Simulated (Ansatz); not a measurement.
GaP (F-43m): refractive index against wavelength

The refractive index of GaP (F-43m) below the direct gap (1.83 eV on the mesh) is read from one computed spectrum, n = √(Re ε).

The structure is cubic, space group F-43m (No. 216). Conventional cell: a = 5.451 Å, b = 5.451 Å, c = 5.451 Å, α = 90.00°, β = 90.00°, γ = 90.00°. Around Ga on site a lie 4 P at 2.36 Å. P on site c has 4 Ga at 2.36 Å as nearest neighbours.

Method: Ansatz 0.2.0, PBE, independent particles, k-mesh 10×10×10 with interpolation inside its cells, Gaussian parameter 0.1 eV.

Launch of the response step: `ansatz run input.yaml --threads 4 --pin off --max-ram 8192MiB --backend cpu --events-out ev --progress --plain --runs-dir out`. The run took 7 s, on 4 threads of Arm Neoverse V2, on a shared host.

| wavelength (nm) | photon energy E (eV) | n |
| --- | --- | --- |
| 3000 | 0.413 | 3.3162 |
| 2000 | 0.620 | 3.3362 |
| 1550 | 0.800 | 3.3609 |
| 1310 | 0.946 | ? |
| 1064 | 1.165 | 3.4367 |

In the single-oscillator model n² − 1 = E₀E_d/(E₀² − E²), so 1/(n² − 1) = E₀/E_d − E²/(E₀E_d) is linear in E².

Working, on the rows shown:

| x = E² (eV²) | y = 1/(n² − 1) |
| --- | --- |
| 0.170801 | 0.100028 |
| 0.384302 | 0.0987144 |
| 0.639837 | 0.0971284 |
| 1.35784 | 0.0924992 |

Means: x̄ = 0.6382, ȳ = 0.097093. Σ(x − x̄)(y − ȳ) = -0.005089, Σ(x − x̄)² = 0.8008. Slope = -0.005089 / 0.8008 = -0.006355; intercept = ȳ − slope · x̄ = 0.10115. Turned back into n, the line misses the rows shown by at most 0.00073.

Problem. What does the fit predict for the withheld row, and how well does it do?

Solution. At x = 0.89576 the line gives y = 0.095456, that is 3.3876. The run gave 3.3868, so the interpolation is off by 0.00083, 0.7 % of the range in the table.

Refitted with all rows, the slope is -0.006343 and the intercept 0.10115. These give E₀ = √(intercept/−slope) = 3.99 eV and E_d = E₀/intercept = 39.5 eV; E₀ is 2.2 times the direct gap. The electronic limit at long wavelengths, without lattice vibrations, is n = √(1 + 1/intercept) = 3.299. Excitons are left out and so are local fields; PBE gaps are as a rule too small. Spin-orbit coupling is left out.
